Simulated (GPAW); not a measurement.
The C K edge of atom 3 in YCoC (P4/mmm), with 2 Co at 1.81 Å (linear, site symmetry 4/mmm), was computed in 2 ways: excited-electron core hole (neutral cell) and no core hole. Program and functional: GPAW, LDA, Gaussian full width 0.9 eV up to 4 eV, rising linearly to 3.5 eV at 25 eV; cells of 3 and 12 atoms (the run without a hole in the smaller).

Each run is counted from its own lowest empty level or Fermi level and scaled to a mean of 1 over its first 20 eV.

```
E (eV)  run 1  run 2
  -2.0   0.00   0.00
  -1.5   0.00   0.00
  -1.0   0.00   0.00
  -0.5   0.08   0.08
   0.0   0.44   0.46
   0.5   1.04   1.12
   1.0   1.26   1.37
   1.5   1.16   1.05
   2.0   0.90   0.69
   2.5   0.65   0.66
   3.0   0.66   1.00
   3.5   0.74   1.21
   4.0   0.94   1.57
   4.5   1.34   1.96
   5.0   1.63   1.68
   5.5   1.44   1.11
   6.0   0.96   0.98
   6.5   0.79   1.28
   7.0   0.98   1.55
   7.5   1.32   1.68
   8.0   1.56   1.71
   8.5   1.60   1.53
   9.0   1.56   1.30
   9.5   1.59   1.26
  10.0   1.66   1.33
  10.5   1.71   1.37
  11.0   1.67   1.29
  11.5   1.55   1.14
  12.0   1.38   0.98
  12.5   1.20   0.81
  13.0   1.01   0.63
  13.5   0.83   0.48
  14.0   0.65   0.38
  14.5   0.50   0.33
  15.0   0.40   0.30
  15.5   0.34   0.28
  16.0   0.31   0.29
  16.5   0.31   0.35
  17.0   0.34   0.46
  17.5   0.40   0.60
  18.0   0.52   0.74
  18.5   0.66   0.85
  19.0   0.79   0.90
  19.5   0.88   0.93
  20.0   0.93   0.95
  20.5   0.96   0.99
  21.0   0.99   1.03
  21.5   1.02   1.06
  22.0   1.05   1.05
  22.5   1.07   1.00
  23.0   1.05   0.92
  23.5   1.00   0.84
  24.0   0.94   0.77
  24.5   0.87   0.71
  25.0   0.81   0.67
  25.5   0.76   0.64
  26.0   0.72   0.61
  26.5   0.69   0.59
  27.0   0.66   0.57
  27.5   0.63   0.56
  28.0   0.62   0.56
  28.5   0.61   0.57
  29.0   0.62   0.59
  29.5   0.64   0.62
  30.0   0.66   0.65
  30.5   0.68   0.68
  31.0   0.69   0.70
  31.5   0.71   0.71
  32.0   0.71   0.70
```

Q: Which run is which?

Run 1: no core hole (area from −2 to 6 eV 6.4, main maxima 0.9 eV (1.26), 5.1 eV (1.64), 8.3 eV (1.60) and 10.6 eV (1.71)). Run 2: excited-electron core hole (neutral cell) (area from −2 to 6 eV 7.2, main maxima 0.9 eV (1.37), 4.5 eV (1.96), 7.9 eV (1.72) and 10.4 eV (1.37)). With each curve scaled to its own mean, the area from −2 to 6 eV with the hole is 7.2 against 6.4, and the centre of weight from −1 to 20 eV moves by -0.4 eV (first and strongest maxima below 20 eV: 0.9 eV (1.26), 5.1 eV (1.64), 8.3 eV (1.60) and 10.6 eV (1.71) without the hole, 0.9 eV (1.37), 4.5 eV (1.96) and 7.9 eV (1.72) with it); the shape changes all the same, by 26 % r.m.s.

[Banner, clock and machine lines of the logs are left out without a mark of their own.]

[Logs are printed without paths, hosts, clocks, repeated set-up lines and the standing remarks that a program may print on its own settings, such as how far it seeks lower states.]

[Hosts, paths, dates, database ids (printed as entryN), source tags and the programs' standing remarks are cut or masked in the printed files.]

[Lists of maxima count a maximum above −3 eV only where it reaches 4 % of the highest in the window and stands out from its surroundings by 2 % of it (1.5 % where it reaches 55 %); shoulders and weaker maxima are passed over, and of the rest the first, up to two pre-edge ones and the few strongest are named.]
